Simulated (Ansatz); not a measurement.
**Moving the knobs of a GW run on Cs2AgAsF6 (Fm-3m)**

A base run on Cs2AgAsF6 (Fm-3m), then changed inputs.

Method: G0W0 on PBE, plane waves, PAW; PAW set soft_1, in Ansatz 0.2.0.

Report form: the programs' logs are mostly left out.

In doubt: one-shot GW on d or f shells is unsure, so the values of those runs are not to be relied on.

## 1. The starting structure

Symmetry: Fm-3m, No. 225, cubic system. Conventional cell: a = 9.195 Å, b = 9.195 Å, c = 9.195 Å, α = 90.00°, β = 90.00°, γ = 90.00°. Nearest to Cs lie 12 F at 3.26 Å. Nearest to Ag lie 6 F at 2.51 Å. As has 6 F at 2.08 Å nearest. Nearest to F lie 1 As at 2.08 Å and 1 Ag at 2.51 Å and 4 Cs at 3.26 Å. Farther neighbours and most contacts between anions are not listed.

Coordinates:

```cif
data_structure
_symmetry_space_group_name_H-M 'P 1'
_symmetry_Int_Tables_number 1
_cell_length_a 6.5020
_cell_length_b 6.5020
_cell_length_c 6.5020
_cell_angle_alpha 60.000
_cell_angle_beta 60.000
_cell_angle_gamma 60.000
_cell_volume 194.37
loop_
_atom_site_label
_atom_site_type_symbol
_atom_site_fract_x
_atom_site_fract_y
_atom_site_fract_z
_atom_site_occupancy
Cs1 Cs 0.75000 0.75000 0.75000 1
Cs2 Cs 0.25000 0.25000 0.25000 1
Ag3 Ag 0.50000 0.50000 0.50000 1
As4 As 0.00000 0.00000 0.00000 1
F5 F 0.77328 0.22672 0.22672 1
F6 F 0.22672 0.22672 0.77328 1
F7 F 0.22672 0.77328 0.77328 1
F8 F 0.22672 0.77328 0.22672 1
F9 F 0.77328 0.22672 0.77328 1
F10 F 0.77328 0.77328 0.22672 1
```

The cell and positions are those that the Materials Project relaxed with its own functionals (PBE, PBE+U or r2SCAN), kept fixed. Spin-orbit coupling is left out unless a step names it.

## 2. The base run: 2×2×2 mesh, 495 empty bands, screening to 108 eV, PAW set soft_1 files

Now the one-shot GW correction: screening in the RPA, then the self-energy of the levels asked for. This step takes PAW set soft_1 files.

The input, input.yaml:

```yaml
crystal:
  lattice:
    - [0.0, 4.5976094258, 4.5976094258]
    - [4.5976094258, 0.0, 4.5976094258]
    - [4.5976094258, 4.5976094258, 0.0]
  atoms:
    - { symbol: Cs, position: [0.75, 0.75, 0.75] }
    - { symbol: Cs, position: [0.25, 0.25, 0.25] }
    - { symbol: Ag, position: [0.5, 0.5, 0.5] }
    - { symbol: As, position: [0.0, 0.0, 0.0] }
    - { symbol: F, position: [0.77327897, 0.22672103, 0.22672103] }
    - { symbol: F, position: [0.22672103, 0.22672103, 0.77327897] }
    - { symbol: F, position: [0.22672103, 0.77327897, 0.77327897] }
    - { symbol: F, position: [0.22672103, 0.77327897, 0.22672103] }
    - { symbol: F, position: [0.77327897, 0.22672103, 0.77327897] }
    - { symbol: F, position: [0.77327897, 0.77327897, 0.22672103] }
kpoints:
  mp_grid: { grid: [2, 2, 2] }
hamiltonian:
  xc: pbe
  pseudopotentials: { kind: paw, azcp: { folder: soft_1 } }
scf:
  occupations: { method: fixed }
gw:
  n_empty_bands: 495
  ecut_chi: 108
  qp_bands: [v3, c3]
  qp_kpoints: band_edges
  screening: { model: contour_deformation }
```

On the command line:

```
$ ansatz run input.yaml --threads 2 --pin off --max-ram 92160MiB --backend cuda --events-out ev --progress --plain --runs-dir out --devices 1 --max-vram 13GiB
```

Run time: 14 s. Hardware: 1 × NVIDIA H100 80GB HBM3 (shared by 6 runs) with 2 threads of AMD EPYC 7R13 (Zen 3), shared host; peak memory 1.4 GiB; 13 s of CPU time.

This step gave:

| Quantity | Value |
| --- | --- |
| bands summed | 542 |
| RPA ε∞ on this mesh (eigenvalues) | 3.051, 3.051, 3.051 |
| plane waves in the screening matrix | 531 |
| q-points in the mesh | 8 |
| G0W0 gap on the mesh | 4.210 eV |
| k of the valence top | 0, -0.5, -0.5 |
| k of the conduction bottom | 0, 0, -0.5 |
| starting gap on the mesh | 2.424 eV |
| Z at the valence top | 0.7592 |
| Z at the conduction bottom | 0.8110 |
| least direct G0W0 gap on the computed points | 5.101 eV |

The gap on the mesh goes from 2.42 eV to 4.21 eV, a correction of +1.79 eV. Between the two edge states, bare exchange in place of the xc potential would open the gap by 9.68 eV, and correlation takes back 7.90 eV.

## 3. Variant: fewer bands

input.yaml, as its differences from that of step 2:

```diff
@@ -24,4 +24,4 @@
 gw:
-  n_empty_bands: 495
-  ecut_chi: 108
+  n_empty_bands: 88
+  ecut_chi: 60
   qp_bands: [v3, c3]
```

Wall time 8.6 s (1 × NVIDIA H100 80GB HBM3 (shared by 6 runs) with 2 threads); peak memory 1.1 GiB.

Against the base:

```
              setting  base  variant
          empty bands   495       88
screening cutoff (eV)   108       60
```

```
                                    quantity  variant   base
                    starting gap on the mesh    2.424  2.424
                        G0W0 gap on the mesh    4.544  4.210
least direct G0W0 gap on the computed points    5.440  5.101
                        Z at the valence top    0.762  0.759
                  Z at the conduction bottom    0.813  0.811
```

## 4. Variant: other PAW set

This step: G0W0 on PBE, plane waves, PAW.

input.yaml, as its differences from that of step 3:

```diff
@@ -20,3 +20,3 @@
   xc: pbe
-  pseudopotentials: { kind: paw, azcp: { folder: soft_1 } }
+  pseudopotentials: { kind: paw, source: jth }
 scf:
@@ -24,4 +24,4 @@
 gw:
-  n_empty_bands: 88
-  ecut_chi: 60
+  n_empty_bands: 441
+  ecut_chi: 100
   qp_bands: [v3, c3]
```

It took 20 s on 1 × NVIDIA H100 80GB HBM3 (shared by 6 runs) with 2 threads; peak memory 2.6 GiB; 25 s of CPU time.

The G0W0 gap on the mesh is 4.229 eV.

Against the base:

```
              setting            base  variant
                files  PAW set soft_1  JTH PAW
          empty bands             495      441
screening cutoff (eV)             108      100
```

```
                                    quantity  variant   base
                    starting gap on the mesh    2.414  2.424
                        G0W0 gap on the mesh    4.229  4.210
least direct G0W0 gap on the computed points    5.136  5.101
                        Z at the valence top    0.760  0.759
                  Z at the conduction bottom    0.811  0.811
```

## 5. Results

| Property | Result |
| --- | --- |
| base | 4.21 eV, 14 s |
| fewer bands | 4.54 eV, 8.6 s |
| other PAW set | 4.23 eV, 20 s |

Fewer bands: the gap moves by +0.33 eV; such settings are too crude to quote. The variant differs from the base in empty bands and screening cutoff together, so the change can't be laid to one of them. Other PAW set: the gap moves by +0.02 eV (the plane-wave cutoff goes from 420 to 1500 eV). The variant differs from the base in files, empty bands and screening cutoff together, so the change can't be laid to one of them. All runs here use a coarse mesh and modest cutoffs; they test settings and are not final values. The 2×2×2 mesh is coarse for this cell (its supercell is 13 Å along the shortest edge). The RPA ε∞ on it, from the PBE start, is 3.05; such meshes misread the long-range screening, most where the gap is narrow. A d shell, filled or nearly so, lies near the gap. One-shot GW converges very slowly in bands there, not always from below, and on a semilocal start the gap tends to come out low; starts rich in exact exchange can overshoot instead. The many-body steps are scalar-relativistic: spin-orbit coupling is not in them.

[Paths, hosts, dates, memory and timing lines, banners, echoed tables and standing remarks are left out of the program output.]

[Logs are printed without paths, hosts, clocks, repeated set-up lines and the standing remarks that a program may print on its own settings, such as how far it seeks lower states.]

[Runs of the session that timed out or met a known fault of the program may be left out.]

[Cells called generated may have been cut or substituted from an entry of the Crystallography Open Database or the Materials Project.]

[Hosts, paths, dates, database ids (printed as entryN), source tags and the programs' standing remarks are cut or masked in the printed files.]
